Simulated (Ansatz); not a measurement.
# How well the gap of ZrSe3 (P2_1/m) can be computed, part 3 of 3

The study climbs from cheap functionals to G0W0 on ZrSe3 (P2_1/m) and then asks what each convergence step is worth.

Ansatz 0.2.0; density functionals, hybrids, G0W0, plane waves, PAW. Known limits of the many-body steps: not at the basis limit; no spin-orbit coupling; coarse k mesh.

So far. Step 11 (G0W0@r2SCAN, 2×4×2 mesh, 444 empty bands, screening to …): Against the run with 4×4×2 mesh, 444 empty bands, screening to 102 eV, the gap moves by +0.04 eV, while the start moved by +0.05 eV. Step 12 (G0W0@HSE06, 4×4×2 mesh, 444 empty bands, screening to …): Against the run with 4×4×2 mesh, 444 empty bands, screening to 102 eV on r2SCAN, the gap moves by +0.16 eV, while the start moved by +0.43 eV.

In doubt: masses and optical values from hybrid runs of this build are listed as unsure (step 12), which bears on the screening that GW takes from such a start.

## (13) G0W0@r2SCAN, 4×4×2 mesh, 444 empty bands, screening to 102 eV, plasmon pole

A plasmon pole stands in for the full frequency dependence of the screening; this run shows what that costs in accuracy.

This step: G0W0 on r2SCAN, plane waves, PAW.

The input, input.yaml:

```yaml
crystal:
  lattice:
    - [5.4109, 0.0, 0.0]
    - [0.0, 3.7488, 0.0]
    - [-1.2294209091, 0.0, 9.3636349901]
  atoms:
    - { symbol: Zr, position: [0.285, 0.25, 0.656] }
    - { symbol: Zr, position: [0.715, 0.75, 0.344] }
    - { symbol: Se, position: [0.762, 0.25, 0.554] }
    - { symbol: Se, position: [0.238, 0.75, 0.446] }
    - { symbol: Se, position: [0.456, 0.25, 0.174] }
    - { symbol: Se, position: [0.544, 0.75, 0.826] }
    - { symbol: Se, position: [0.888, 0.25, 0.169] }
    - { symbol: Se, position: [0.112, 0.75, 0.831] }
kpoints:
  mp_grid: { grid: [4, 4, 2] }
hamiltonian:
  xc: r2scan
scf:
  occupations: { method: fixed }
gw:
  n_empty_bands: 444
  ecut_chi: 102
  qp_bands: [v2, c2]
  qp_kpoints: band_edges
  screening: { model: godby_needs }
```

Started as:

```
> ansatz run input.yaml --threads 3 --pin off --max-ram 92160MiB --backend cuda --events-out ev --progress --plain --runs-dir out --devices 1 --max-vram 13GiB
```

Numbers of over 12 decimals in the logs are rounded to 6 here.

Output:

```text
GPUs: using 1 of 1 available (devices: 1).
[...]
GPU FFT provider: cuFFT
GPU libraries: cuBLAS 13.8.2, cuFFT 12.4.0, cuSOLVER 12.3.4
Crystal: 8 atoms, lattice volume = 189.936 Å³
Basis set: ecut = 500 eV, 4769 PW (Γ), exchange–correlation on 160×120×288 points (64 copies of the dense FFT grid, shifted against one another)
Bands: 72, of which v1, the nominal top of the filled ones, is band 60 counted from 1 (59 counted from 0)
[...]
1    62     10.9543   -10.0455    -4.7822   -15.1308  0.7967    11.2579    11.2573  root
[...]
17    59      7.9319   -17.3170     1.7785   -15.2277  0.7939     7.6209     7.6212  root
    17    60      7.9319   -17.3170     1.7785   -15.2277  0.7939     7.6209     7.6212  root
    17    61     10.2469   -10.7604    -3.4117   -14.6685  0.8030    10.7444    10.7433  root
    17    62     10.2469   -10.7604    -3.4117   -14.6685  0.8030    10.7444    10.7433  root
[key lines of the parts left out:]
SCF converged after 8 iterations
Free energy (F): -41268.592387 eV
Fermi energy:    9.322633 eV
```

Wall time 49 s (1 × NVIDIA H100 80GB HBM3 (shared by 6 runs) with 3 threads of AMD EPYC 7R13 (Zen 3), shared host); peak memory 2.8 GiB; 82 s of CPU time.

Numbers from this step:

* bands summed: 504
* plasmon-pole fit frequency: 29.52 eV
* RPA ε∞ on this mesh (eigenvalues): 5.901, 10.89, 11.88
* plane waves in the screening matrix: 445
* G0W0 gap on the mesh: 1.203 eV
* k of the valence top: 0, 0, 0
* k of the conduction bottom: -0.5, 0, 0
* starting gap on the mesh: 0.6314 eV
* least direct G0W0 gap on the computed points: 1.412 eV

Against the run with 4×4×2 mesh, 444 empty bands, screening to 102 eV, the gap moves by −0.006 eV.

## (14) G0W0@r2SCAN, 4×4×2 mesh, 444 empty bands, screening to 102 eV, hard PAW files

Other atomic data (hard PAW) test the pseudisation: the cutoff goes from 500 to 820 eV, with the same valence electrons.

Edit input.yaml of step 13 so:

```diff
@@ -18,2 +18,3 @@
   xc: r2scan
+  pseudopotentials: { kind: paw, source: ansatz }
 scf:
@@ -25,2 +26,2 @@
   qp_kpoints: band_edges
-  screening: { model: godby_needs }
+  screening: { model: contour_deformation }
```

Output:

```text
GPUs: using 1 of 1 available (devices: 1).
[...]
GPU FFT provider: cuFFT
GPU libraries: cuBLAS 13.8.2, cuFFT 12.4.0, cuSOLVER 12.3.4
Crystal: 8 atoms, lattice volume = 189.936 Å³
Basis set: ecut = 820 eV, 10149 PW (Γ), exchange–correlation on 256×180×480 points (64 copies of the dense FFT grid, shifted against one another)
Bands: 72, of which v1, the nominal top of the filled ones, is band 60 counted from 1 (59 counted from 0)
[...]
1    62     11.5339   -10.0488    -4.7845   -15.1328  0.7483    11.8358    11.8334  root
[...]
17    59      8.5115   -17.3166     1.8204   -15.2230  0.7439     8.2361     8.2383  root
    17    60      8.5115   -17.3166     1.8204   -15.2230  0.7439     8.2361     8.2383  root
    17    61     10.8286   -10.7717    -3.4365   -14.6767  0.7643    11.3020    11.2970  root
    17    62     10.8286   -10.7717    -3.4365   -14.6767  0.7643    11.3020    11.2970  root
[key lines of the parts left out:]
SCF converged after 10 iterations
Free energy (F): -41269.450476 eV
Fermi energy:    9.902213 eV
```

Run time: 96 s. Hardware: 1 × NVIDIA H100 80GB HBM3 (shared by 6 runs) with 3 threads; peak memory 4.3 GiB; 2.7 min of CPU time.

This step gave:

| Quantity | Value |
| --- | --- |
| bands summed | 504 |
| RPA ε∞ on this mesh (eigenvalues) | 5.898, 10.89, 11.88 |
| plane waves in the screening matrix | 445 |
| G0W0 gap on the mesh | 1.213 eV |
| k of the valence top | 0, 0, 0 |
| k of the conduction bottom | -0.5, 0, 0 |
| starting gap on the mesh | 0.6328 eV |
| least direct G0W0 gap on the computed points | 1.465 eV |

Against the run with 4×4×2 mesh, 444 empty bands, screening to 102 eV, the gap moves by +0.004 eV.

## (15) G0W0@LDA, 4×4×2 mesh, 444 empty bands, screening to 102 eV

This step: G0W0 on LDA, plane waves, PAW.

Edit input.yaml of step 14 so:

```diff
@@ -17,4 +17,3 @@
 hamiltonian:
-  xc: r2scan
-  pseudopotentials: { kind: paw, source: ansatz }
+  xc: lda
 scf:
```

Output:

```text
GPUs: using 1 of 1 available (devices: 1).
[...]
GPU FFT provider: cuFFT
GPU libraries: cuBLAS 13.8.2, cuFFT 12.4.0, cuSOLVER 12.3.4
Crystal: 8 atoms, lattice volume = 189.936 Å³
Basis set: ecut = 420 eV, 3689 PW (Γ)
Bands: 72, of which v1, the nominal top of the filled ones, is band 60 counted from 1 (59 counted from 0)
Symmetry: 4 space group operations
[...]
k-points: 18 of 32
[...]
1    62     10.4868   -10.0693    -4.8929   -15.5546  0.7284    11.0976    11.0793  root
[...]
17    59      7.8975   -17.2008     1.7632   -15.2546  0.7205     7.7131     7.7145  root
    17    60      7.8975   -17.2008     1.7632   -15.2546  0.7205     7.7131     7.7145  root
    17    61      9.8612   -10.8825    -3.5313   -14.9595  0.7419    10.4214    10.4069  root
    17    62      9.8612   -10.8825    -3.5313   -14.9595  0.7419    10.4214    10.4069  root
[key lines of the parts left out:]
SCF converged after 8 iterations
Free energy (F): -40463.122679 eV
Fermi energy:    9.325709 eV
```

Wall time 50 s (1 × NVIDIA H100 80GB HBM3 (shared by 6 runs) with 3 threads); peak memory 2.4 GiB.

Numbers from this step:

| Quantity | Value |
| --- | --- |
| bands summed | 504 |
| RPA ε∞ on this mesh (eigenvalues) | 7.278, 13.91, 19.17 |
| plane waves in the screening matrix | 445 |
| G0W0 gap on the mesh | 0.8837 eV |
| k of the valence top | 0, 0, 0 |
| k of the conduction bottom | -0.5, 0, 0 |
| starting gap on the mesh | 0.2912 eV |
| least direct G0W0 gap on the computed points | 1.208 eV |

Against the run with 4×4×2 mesh, 444 empty bands, screening to 102 eV on HSE06, the gap moves by −0.48 eV, while the start moved by −0.77 eV.

## (16) The ladder

Times are wall times on 1 × NVIDIA H100 80GB HBM3 (shared by 6 runs) with 3 threads of AMD EPYC 7R13 (Zen 3), shared host. The host was busy with other work, so they are no guide to cost. G0W0 rows are gaps on the mesh, lowered by the amount that the mesh misses the start's edges, a rough step that assumes the same correction there.

| level | gap (eV) | least direct gap (eV) | time |
| --- | --- | --- | --- |
| r2SCAN | 0.63 | 0.93 | 28 s |
| LDA | 0.29 | 0.58 | 12 s |
| r2SCAN+SOC | 0.56 | 0.88 | 33 s |
| HSE06 | 1.06 | 1.40 | 50 s |
| PBE0 | 1.72 | 2.08 | 49 s |
| G0W0@r2SCAN (157 empty bands) | 1.09 | - | 40 s |
| G0W0@r2SCAN (444 empty bands) | 1.21 | - | 73 s |
| G0W0@r2SCAN (955 empty bands) | 1.25 | - | 3 min |
| G0W0@r2SCAN (444 empty bands, 2×4×2) | 1.21 | - | 40 s |
| G0W0@HSE06 (444 empty bands) | 1.36 | - | 2 min |
| G0W0@r2SCAN (444 empty bands, plasmon pole) | 1.20 | - | 49 s |
| G0W0@r2SCAN (444 empty bands, hard PAW) | 1.21 | - | 96 s |
| G0W0@LDA (444 empty bands) | 0.88 | - | 50 s |

## (17) Adding up the best estimate

| term | eV | running total (eV) |
| --- | --- | --- |
| G0W0 on the mesh, top rung | 1.250 | 1.250 |
| to the limit, by a line in one over the bands through the two top rungs | +0.041 | 1.291 |
| spin-orbit change, from r2SCAN | −0.069 | 1.222 |

Changes that are not added in, each against a run with equal bands and cutoff:

| change | eV |
| --- | --- |
| the coarser 2×4×2 mesh (change of the correction alone) | −0.002 |
| start HSE06 | +0.16 |
| plasmon pole in place of full frequency | −0.01 |
| hard PAW files | +0.004 |
| start LDA | −0.33 |

## (18) Outcome

* r2SCAN gap: 0.63 eV, indirect
* HSE06: 1.06 eV
* PBE0: 1.72 eV
* G0W0, top rung on the mesh: 1.25 eV
* best estimate, G0W0@r2SCAN with spin-orbit change: 1.22 eV
* GW settings of the top rung: 4×4×2 mesh, 955 empty bands, screening to 170 eV
* known limits: one-shot GW, static lattice; coarse k mesh

**Reading.** The best estimate for G0W0@r2SCAN is 1.22 eV, indirect by r2SCAN+SOC, against 0.56 eV at the start (both with spin-orbit coupling). The pair of rungs below gives a limit +0.01 eV away. Of the changes left open the largest, −0.33 eV, comes from starting at LDA. Among the functionals HSE06 comes nearest: −0.24 eV from the estimate without its spin-orbit term (1.29 eV). That ranking leans on the start chosen for G0W0. The RPA ε∞ on the GW mesh averages 9.5 against 9.4 from perturbation theory, which takes a denser mesh of its own and holds the xc response as well. All runs took 18 min, 61 % of it in G0W0. The 4×4×2 mesh is coarse for this cell (its supercell is 15 Å along the shortest edge). The RPA ε∞ on it, from the r2SCAN start, is 5.90, 10.88 and 11.85; such meshes misread the long-range screening, most where the gap is narrow.

[Paths, hosts, dates, memory and timing lines, banners, echoed tables and standing remarks are left out of the program output.]

[Logs are printed without paths, hosts, clocks, repeated set-up lines and the standing remarks that a program may print on its own settings, such as how far it seeks lower states.]

[Runs of the session that timed out or met a known fault of the program may be left out.]

[Cells called generated may have been cut or substituted from an entry of the Crystallography Open Database or the Materials Project.]

[Hosts, paths, dates, database ids (printed as entryN), source tags and the programs' standing remarks are cut or masked in the printed files.]
